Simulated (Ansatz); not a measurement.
**Ca3AsF3: complex band structure**

A new crystal, Ca3AsF3: structure, gap and complex bands. It is built by putting F for Cl in the Ca3AsCl3 structure of space group Pm-3m, with the volume rescaled by atomic radii. The parent structure comes from the Materials Project.

Main program and level: Ansatz 0.2.0; LDA DFT, plane waves, PAW files, in the first sound run; inputs show where later runs differ.

The structure was built from a prototype and need not be the compound's stable phase.

### 1. The starting structure

The structure is cubic, space group Pm-3m (No. 221). The conventional cell has a = 5.374 Å, b = 5.374 Å, c = 5.374 Å, α = 90.00°, β = 90.00°, γ = 90.00°. Ca has 2 As at 2.69 Å and 4 F at 2.69 Å nearest. As has 6 Ca at 2.69 Å nearest. F has 4 Ca at 2.69 Å nearest. It derives from Ca3AsCl3. F for Cl in the Ca3AsCl3 structure of space group Pm-3m. Farther neighbours and most contacts between anions are not listed.

### 2. Cell and atoms at rest

The substituted atoms don't fit the parent's cell, so cell and atoms relax together. A small smearing keeps the run stable in case the gap closes on the way.

Contents of input.yaml:

```yaml
crystal:
  lattice:
    - [5.3736790794, 0.0, 0.0]
    - [0.0, 5.3736790794, 0.0]
    - [0.0, 0.0, 5.3736790794]
  atoms:
    - { symbol: Ca, position: [0.5, 0.0, 0.0] }
    - { symbol: Ca, position: [0.0, 0.5, 0.0] }
    - { symbol: Ca, position: [0.0, 0.0, 0.5] }
    - { symbol: As, position: [0.0, 0.0, 0.0] }
    - { symbol: F, position: [0.5, 0.0, 0.5] }
    - { symbol: F, position: [0.5, 0.5, 0.0] }
    - { symbol: F, position: [0.0, 0.5, 0.5] }
kpoints:
  mp_grid: { grid: [4, 4, 4] }
scf:
  occupations: { method: gaussian, width: 0.03 }
hamiltonian:
  xc: lda
output:
  forces: true
  stress: true
relax:
  f_tol: 0.02
  max_steps: 60
  cell: {}
```

Command:

```bash
ansatz run input.yaml --threads 2 --pin off --max-ram 4096MiB --backend cpu --events-out ev --progress --plain --runs-dir out
```

Numbers of over 12 decimals in the logs are rounded to 6 here.

The program printed:

```text
Engine: ansatz 0.2.0, aarch64-unknown-linux-gnu
Pseudopotentials: kind: paw
Pseudopotential: Ca, paw, valence charge 10, recommended cutoff 420 eV (normal), Ca.paw.azcp
Pseudopotential: As, paw, valence charge 15, recommended cutoff 420 eV (normal), As.paw.azcp
Pseudopotential: F, paw, valence charge 7, recommended cutoff 420 eV (normal), F.paw.azcp
Functional definition: SPW92
  exchange = slater_x
  correlation = pw_c
Crystal: 7 atoms, lattice volume = 155.173 Å³
Basis set: ecut = 420 eV, 2969 PW (Γ)
Bands: 40, of which v1, the nominal top of the filled ones, is band 33 counted from 1 (32 counted from 0)
Symmetry: 48 space group operations
Space group: Pm-3m (ITA 221), of the structure as read, at distance tolerance 5.4e-5 Å
k-points: 10 of 64
Non-local potential: Ca, projectors of the file, l = 0: 3, l = 1: 2, l = 2: 2
Non-local potential: As, projectors of the file, l = 0: 2, l = 1: 2, l = 2: 3, l = 3: 1
Non-local potential: F, projectors of the file, l = 0: 2, l = 1: 2, l = 2: 1
PAW form: soft (Blöchl's): semilocal exchange-correlation on the pseudo side does not see the compensation charge
PAW frozen core: Ca, regenerated for the run's functional, and the local potential with it (the file was generated under x = pbe(κ = 0.804, μ = 0.219515), c = pbe(β = 0.066725))
PAW frozen core: As, regenerated for the run's functional, and the local potential with it (the file was generated under x = pbe(κ = 0.804, μ = 0.219515), c = pbe(β = 0.066725))
PAW frozen core: F, regenerated for the run's functional, and the local potential with it (the file was generated under x = pbe(κ = 0.804, μ = 0.219515), c = pbe(β = 0.066725))
PAW one-centre angular grid: Ca, 110 points (default); XC on 64 Gauss nodes
PAW one-centre angular grid: As, 590 points (default); XC on 64 Gauss nodes
PAW one-centre angular grid: F, 110 points (default); XC on 64 Gauss nodes
Initial density: superposition of atomic densities (neutral atoms: chi_scale 0, normalization atom), corrected by the library's trained network
Initial wavefunctions: pseudopotential atomic-orbital guess
Functional: x = slater, c = lda
SCF iter   1: F=—  HF=-12482.357768 eV  |F-HF|=—  |Δ(HF+E_count)|=         —  Δρ=1.15e-2  dr2=1.57e-1  ethr=1.77e-3  ⟨swp⟩=11.5  Hψ=2015  notcnv=0
preconditioner: auto → Resta (q_TF=auto, 2.366 Å⁻¹)  ε∞=2.8  [insulator: Δε(μ)=1.887 eV  Ē_g=15.809 eV  σ=0.030 eV  W_gap=1.00  n_scr=32 (ndim 8)  ℏωp=21.1 eV  f_vac=0.175  D(μ)=0.00/eV (n_scr^D=0)  ε∞_Penn≈2.8]
SCF iter   2: F=—  HF=-12482.322689 eV  |F-HF|=—  |Δ(HF+E_count)|=   3.51e-2  Δρ=4.94e-3  dr2=1.86e-2  ethr=2.37e-4  ⟨swp⟩=2.0  Hψ=779  notcnv=0  defer=21
SCF iter   3: F=—  HF=-12482.318382 eV  |F-HF|=—  |Δ(HF+E_count)|=   4.31e-3  Δρ=1.68e-3  dr2=3.55e-3  ethr=2.82e-5  ⟨swp⟩=2.0  Hψ=658  notcnv=0  defer=21
SCF iter   4: F=—  HF=-12482.317691 eV  |F-HF|=—  |Δ(HF+E_count)|=   6.91e-4  Δρ=3.27e-4  dr2=1.39e-4  ethr=5.38e-6  ⟨swp⟩=2.3  Hψ=483  notcnv=0  defer=21
SCF iter   5: F=—  HF=-12482.317676 eV  |F-HF|=—  |Δ(HF+E_count)|=   1.51e-5  Δρ=7.33e-5  dr2=1.20e-5  ethr=2.11e-7  ⟨swp⟩=2.0  Hψ=679  notcnv=0  defer=21
SCF iter   6: F=—  HF=-12482.317674 eV  |F-HF|=—  |Δ(HF+E_count)|=   1.28e-6  Δρ=2.85e-5  dr2=2.31e-6  ethr=1.81e-8  ⟨swp⟩=2.0  Hψ=679  notcnv=0  defer=21
SCF iter   7: F=—  HF=-12482.317673 eV  |F-HF|=—  |Δ(HF+E_count)|=   9.81e-7  Δρ=1.08e-5  dr2=2.73e-7  ethr=3.50e-9  ⟨swp⟩=2.0  Hψ=679  notcnv=0  defer=21
SCF iter   8: F=-12482.317673 eV  HF=-12482.317673 eV  |F-HF|=1.39e-9  |Δ(HF+E_count)|=   5.93e-8  Δρ=3.56e-6  dr2=2.75e-8  ethr=1.52e-10  ⟨swp⟩=4.0  Hψ=1229  notcnv=0
SCF 1 converged in 8 iterations: F = -12482.317673 eV  dr2 = 2.75e-8
  greatest PAW one-centre occupation: 0.999 electrons in one spin orbital (limit 2), on the As atom at site 3 (counted from 0), in its partial waves of l = 2
relax step   1: F+E_penalty+E_count = -12482.31767338 eV  Δ(F+E_penalty+E_count) = +0.000e0 eV  max|allowed force component| = 2.668e-29 eV/Å  Δτ_max = 0.0000 Å  P = -3.587 GPa  Ω = 155.173 Å³  (8 SCF iters, dr2 threshold 1.00e-7 eV, accepted)
Crystal: 7 atoms, lattice volume = 137.132 Å³
Basis set: ecut = 420 eV, 2721 PW (Γ)
Initial density: handed on by an earlier stage of this run
Initial wavefunctions: those handed on with the density
iter 1 solved again at ethr=1.76e-3 eV; its pass at ethr=3.10e-3 eV (dr2=1.16e0 eV) is discarded
SCF iter   1: F=—  HF=-12482.835025 eV  |F-HF|=—  |Δ(HF+E_count)|=         —  Δρ=2.29e-2  dr2=1.17e0  ethr=1.76e-3  ⟨swp⟩=1.0  Hψ=2100  notcnv=0
preconditioner: auto → Resta (q_TF=auto, 2.415 Å⁻¹)  ε∞=3.0  [insulator: Δε(μ)=2.141 eV  Ē_g=15.922 eV  σ=0.030 eV  W_gap=1.00  n_scr=26 (ndim 8)  ℏωp=22.4 eV  f_vac=0.117  D(μ)=0.00/eV (n_scr^D=0)  ε∞_Penn≈3.0]
SCF iter   2: F=—  HF=-12482.529667 eV  |F-HF|=—  |Δ(HF+E_count)|=   3.05e-1  Δρ=1.44e-2  dr2=2.05e-1  ethr=1.76e-3  ⟨swp⟩=3.7  Hψ=736  notcnv=0  defer=2
SCF iter   3: F=—  HF=-12482.469117 eV  |F-HF|=—  |Δ(HF+E_count)|=   6.05e-2  Δρ=3.58e-3  dr2=6.65e-2  ethr=3.11e-4  ⟨swp⟩=2.1  Hψ=703  notcnv=0  defer=20
SCF iter   4: F=—  HF=-12482.444777 eV  |F-HF|=—  |Δ(HF+E_count)|=   2.43e-2  Δρ=1.88e-3  dr2=1.84e-2  ethr=1.01e-4  ⟨swp⟩=2.6  Hψ=458  notcnv=0  defer=22
SCF iter   5: F=—  HF=-12482.437190 eV  |F-HF|=—  |Δ(HF+E_count)|=   7.59e-3  Δρ=4.74e-4  dr2=1.11e-3  ethr=2.79e-5  ⟨swp⟩=2.6  Hψ=787  notcnv=0  defer=22
SCF iter   6: F=—  HF=-12482.436647 eV  |F-HF|=—  |Δ(HF+E_count)|=   5.43e-4  Δρ=1.77e-4  dr2=9.00e-5  ethr=1.69e-6  ⟨swp⟩=2.0  Hψ=678  notcnv=0  defer=22
SCF iter   7: F=—  HF=-12482.436699 eV  |F-HF|=—  |Δ(HF+E_count)|=   5.12e-5  Δρ=5.49e-5  dr2=4.62e-6  ethr=1.36e-7  ⟨swp⟩=2.1  Hψ=489  notcnv=0  defer=22
SCF iter   8: F=-12482.436702 eV  HF=-12482.436701 eV  |F-HF|=2.21e-7  |Δ(HF+E_count)|=   2.66e-6  Δρ=7.32e-6  dr2=9.64e-8  ethr=1.06e-9  ⟨swp⟩=4.4  Hψ=1250  notcnv=0
SCF 2 converged in 8 iterations: F = -12482.436702 eV  dr2 = 9.64e-8
relax step   2: F+E_penalty+E_count = -12482.43670154 eV  Δ(F+E_penalty+E_count) = -1.190e-1 eV  max|allowed force component| = 2.282e-29 eV/Å  Δτ_max = 0.0000 Å  P = +2.786 GPa  Ω = 137.132 Å³  energy of the carried Pulay correction = +4.041e-2 eV  (8 SCF iters, dr2 threshold 7.00e-7 eV, accepted)
Crystal: 7 atoms, lattice volume = 144.475 Å³
Basis set: ecut = 420 eV, 2801 PW (Γ)
iter 1 solved again at ethr=3.37e-4 eV; its pass at ethr=3.10e-3 eV (dr2=2.23e-1 eV) is discarded
SCF iter   1: F=—  HF=-12482.554822 eV  |F-HF|=—  |Δ(HF+E_count)|=         —  Δρ=9.35e-3  dr2=2.24e-1  ethr=3.37e-4  ⟨swp⟩=1.1  Hψ=1972  notcnv=0
preconditioner: auto → Resta (q_TF=auto, 2.394 Å⁻¹)  ε∞=2.8  [insulator: Δε(μ)=1.632 eV  Ē_g=16.225 eV  σ=0.030 eV  W_gap=1.00  n_scr=26 (ndim 8)  ℏωp=21.8 eV  f_vac=0.161  D(μ)=0.00/eV (n_scr^D=0)  ε∞_Penn≈2.8]
SCF iter   2: F=—  HF=-12482.492192 eV  |F-HF|=—  |Δ(HF+E_count)|=   6.26e-2  Δρ=5.74e-3  dr2=3.76e-2  ethr=3.37e-4  ⟨swp⟩=2.7  Hψ=619  notcnv=0
SCF iter   3: F=—  HF=-12482.480867 eV  |F-HF|=—  |Δ(HF+E_count)|=   1.13e-2  Δρ=1.47e-3  dr2=1.27e-2  ethr=5.70e-5  ⟨swp⟩=2.4  Hψ=736  notcnv=0  defer=19
SCF iter   4: F=—  HF=-12482.475170 eV  |F-HF|=—  |Δ(HF+E_count)|=   5.70e-3  Δρ=5.95e-4  dr2=8.76e-4  ethr=1.92e-5  ⟨swp⟩=2.1  Hψ=546  notcnv=0  defer=19
SCF iter   5: F=—  HF=-12482.475057 eV  |F-HF|=—  |Δ(HF+E_count)|=   1.13e-4  Δρ=2.13e-4  dr2=1.01e-4  ethr=1.33e-6  ⟨swp⟩=2.0  Hψ=677  notcnv=0  defer=19
SCF iter   6: F=—  HF=-12482.475029 eV  |F-HF|=—  |Δ(HF+E_count)|=   2.80e-5  Δρ=8.26e-5  dr2=1.61e-5  ethr=1.54e-7  ⟨swp⟩=2.0  Hψ=677  notcnv=0  defer=19
SCF iter   7: F=-12482.475042 eV  HF=-12482.475041 eV  |F-HF|=9.54e-7  |Δ(HF+E_count)|=   1.24e-5  Δρ=1.80e-5  dr2=6.54e-7  ethr=1.06e-9  ⟨swp⟩=3.0  Hψ=1434  notcnv=0
SCF 3 converged in 7 iterations: F = -12482.475042 eV  dr2 = 6.54e-7
relax step   3: F+E_penalty+E_count = -12482.47504242 eV  Δ(F+E_penalty+E_count) = -3.834e-2 eV  max|allowed force component| = 1.112e-28 eV/Å  Δτ_max = 0.0000 Å  P = -0.248 GPa  Ω = 144.475 Å³  energy of the carried Pulay correction = +2.337e-2 eV  (7 SCF iters, dr2 threshold 7.00e-7 eV, accepted)
[...]
relax step   4: F+E_penalty+E_count = -12482.47699037 eV  Δ(F+E_penalty+E_count) = -1.948e-3 eV  max|allowed force component| = 5.334e-29 eV/Å  Δτ_max = 0.0000 Å  P = -0.015 GPa  Ω = 143.845 Å³  energy of the carried Pulay correction = +2.480e-2 eV  (6 SCF iters, dr2 threshold 1.54e-7 eV, accepted)
[...]
relax step   5: F+E_penalty+E_count = -12482.46081445 eV  Δ(F+E_penalty+E_count) = +1.618e-2 eV  max|allowed force component| = 8.271e-29 eV/Å  Δτ_max = 0.0000 Å  P = -0.240 GPa  Ω = 143.845 Å³  stress off target by 2.40e-1 GPa  SCF on the basis re-selected at this cell (its energy is not comparable with the rows above)  (7 SCF iters)
[...]
relax step   6: F+E_penalty+E_count = -12482.46266708 eV  Δ(F+E_penalty+E_count) = -1.853e-3 eV  max|allowed force component| = 1.230e-29 eV/Å  Δτ_max = 0.0000 Å  P = -0.006 GPa  Ω = 143.231 Å³  energy of the carried Pulay correction = +1.380e-3 eV  (6 SCF iters, dr2 threshold 1.43e-7 eV, accepted)
iter 1 solved again at ethr=6.74e-7 eV; its pass at ethr=3.10e-3 eV (dr2=4.45e-4 eV) is discarded
SCF iter   1: F=—  HF=-12482.460840 eV  |F-HF|=—  |Δ(HF+E_count)|=         —  Δρ=4.95e-5  dr2=6.04e-7  ethr=6.74e-7  ⟨swp⟩=3.1  Hψ=2949  notcnv=0
eigensolver tolerance schedule: the retry pair's looser diagonalisation over-reported the residual by 735.94 of it (diagonalisation noise at 0.19 of the residual, at the tolerance the schedule requests for it); recorded, not acted on — ethr = c·dr2/N_el stays at c = 1.0e-1
preconditioner: auto → Resta (q_TF=auto, 2.398 Å⁻¹)  ε∞=2.9  [insulator: Δε(μ)=1.954 eV  Ē_g=16.113 eV  σ=0.030 eV  W_gap=1.00  n_scr=26 (ndim 8)  ℏωp=21.9 eV  f_vac=0.151  D(μ)=0.00/eV (n_scr^D=0)  ε∞_Penn≈2.9]
SCF iter   2: F=—  HF=-12482.460840 eV  |F-HF|=—  |Δ(HF+E_count)|=   1.65e-7  Δρ=2.12e-5  dr2=2.52e-7  ethr=9.15e-10  ⟨swp⟩=2.1  Hψ=729  notcnv=0
SCF iter   3: F=—  HF=-12482.460840 eV  |F-HF|=—  |Δ(HF+E_count)|=   4.47e-9  Δρ=1.09e-5  dr2=4.53e-8  ethr=3.81e-10  ⟨swp⟩=2.0  Hψ=490  notcnv=0
SCF iter   4: F=—  HF=-12482.460840 eV  |F-HF|=—  |Δ(HF+E_count)|=   1.38e-8  Δρ=1.02e-6  dr2=4.23e-9  ethr=6.86e-11  ⟨swp⟩=2.0  Hψ=620  notcnv=0
SCF iter   5: F=—  HF=-12482.460840 eV  |F-HF|=—  |Δ(HF+E_count)|=   3.84e-9  Δρ=4.97e-7  dr2=7.25e-10  ethr=6.40e-12  ⟨swp⟩=2.0  Hψ=700  notcnv=0
SCF iter   6: F=-12482.460840 eV  HF=-12482.460840 eV  |F-HF|=2.36e-11  |Δ(HF+E_count)|=  8.00e-11  Δρ=1.55e-7  dr2=2.52e-11  ethr=1.00e-12  ⟨swp⟩=3.0  Hψ=1511  notcnv=0
SCF 7 converged in 6 iterations: F = -12482.460840 eV  dr2 = 2.52e-11
relax step   7: F+E_penalty+E_count = -12482.46083981 eV  Δ(F+E_penalty+E_count) = +1.827e-3 eV  max|allowed force component| = 1.044e-29 eV/Å  Δτ_max = 0.0000 Å  P = -0.018 GPa  Ω = 143.231 Å³  stress off target by 1.76e-2 GPa  SCF on the basis re-selected at this cell (its energy is not comparable with the rows above)  (6 SCF iters)
basis re-selected at this cell: Δ(F+E_penalty+E_count) = +1.827e-3 eV, ΔP = -0.011 GPa vs the last step (what re-selecting the basis moved, of the pressure what is left beyond the Pulay correction that the steps carried, after the strain that the cell walked since its last selection, with what the two solves' SCF thresholds leave and, on support functions, any second-order correction that the steps lacked; it is no m [...]
SCF converged after 6 iterations
Free energy (F): -12482.460840 eV
Harris-Foulkes:  -12482.460840 eV  (|F-HF|=2.36e-11)
Internal energy: -12482.460840 eV  (E = F + TS)
E sigma→0 (E₀):  -12482.460840 eV
Fermi energy:    6.397893 eV
--- Per-component energies (eV) ---
  E_band       = -828.346769
  E_kinetic    = 1556.739694
  E_local      = -6479.924585  (includes V_loc(G=0)·N_el)
  E_nonlocal   = -238.090661
  E_hartree    = 2700.055623
  E_xc         = -722.885802
  E_vxc        = -898.039073  (∫ρ·V_xc dr)
  E_paw        = -4763.102145  (= ΣΔE_a)
  E_vpaw       = -169.149007  (= ΣTr[D̂ρ^β])
  E_aug_tail   = 0.006023  (compensation charges beyond the density's cutoff)
  E_ewald      = -4538.523469
  E_core_change = 3.264483  (= ΣΔE_core)
  E_smearing   = -0.000000  (= −TS)
  E_closure    = -0.000000  (closes the sum)
  Σ components = -12482.460840   (vs F -12482.460840, Δ=0.00e0)
--- Forces (eV/Å), atoms counted from 1 ---
  atom   1  Ca     0.00000000     0.00000000     0.00000000
  atom   2  Ca    -0.00000000    -0.00000000    -0.00000000
  atom   3  Ca     0.00000000     0.00000000     0.00000000
  atom   4  As    -0.00000000     0.00000000     0.00000000
  atom   5  F     -0.00000000     0.00000000    -0.00000000
  atom   6  F      0.00000000     0.00000000    -0.00000000
  atom   7  F     -0.00000000     0.00000000     0.00000000
  max |Σ_I F_I| component: 2.26e-29 eV/Å
--- Stress (GPa, compression-positive) ---
       -0.017564       0.000000      -0.000000
        0.000000      -0.017564      -0.000000
       -0.000000      -0.000000      -0.017564
  P = ⅓ Tr σ = -0.0176 GPa (-0.176 kbar)
--- Relaxed structure (5 steps of the walk, 5 accepted, 2 SCFs on fresh bases) ---
  F+E_penalty+E_count = -12482.46083981 eV   max|allowed force component| = 1.044e-29 eV/Å   (the final SCF, on the basis selected at the relaxed cell)
  cell:  # Å, volume = 143.2312 Å³
    - [5.232138, 0, 0]
    - [0, 5.232138, 0]
    - [0, 0, 5.232138]
  atoms:
    - { symbol: Ca, position: [0.5, 0, 0] }
    - { symbol: Ca, position: [0, 0.5, 0] }
    - { symbol: Ca, position: [0, 0, 0.5] }
    - { symbol: As, position: [0, 0, 0] }
    - { symbol: F, position: [0.5, 0, 0.5] }
    - { symbol: F, position: [0.5, 0.5, 0] }
    - { symbol: F, position: [0, 0.5, 0.5] }
```

It took 10 s on 2 threads of Arm Neoverse V2, shared host; peak memory 0.41 GiB; 20 s of CPU time.

Relaxation path:

```
step  energy less that of the first step (eV)  largest force component (eV/Å)  pressure (GPa)  volume (Å³)
   1                                   0.0000                          0.0000           -3.59       155.17
   2                                  -0.1190                          0.0000            2.79       137.13
   3                                  -0.1574                          0.0000           -0.25       144.47
   4                                  -0.1593                          0.0000           -0.02       143.84
  5*                                  -0.1431                          0.0000           -0.24       143.84
   6                                  -0.1450                          0.0000           -0.01       143.23
  7*                                  -0.1432                          0.0000           -0.02       143.23
```

Relaxation steps marked * repeat the geometry before them on a plane-wave basis chosen anew for their cell, so energy and pressure can jump there.

Forces are held to the 48 operations that the run works with; a distortion that breaks them can't arise in this run.

```
conventional cell, symmetrised  before  after  change
                         a (Å)   5.374  5.232  -2.6 %
                         b (Å)   5.374  5.232  -2.6 %
                         c (Å)   5.374  5.232  -2.6 %
              volume (Å³/atom)   22.17  20.46  -7.7 %
```

This step gave:

```yaml
free_energy: -12482.4608 eV
fermi_energy: 6.398 eV
pressure: -0.01756 GPa
```

The largest force component on a free atom ends at 1.0e-29 eV/Å.

(Part 1 of 3 ends here.)

[Logs are printed without paths, hosts, clocks, repeated set-up lines and the standing remarks that a program may print on its own settings, such as how far it seeks lower states.]

[Hosts, paths, dates, database ids (printed as entryN), source tags and the programs' standing remarks are cut or masked in the printed files.]
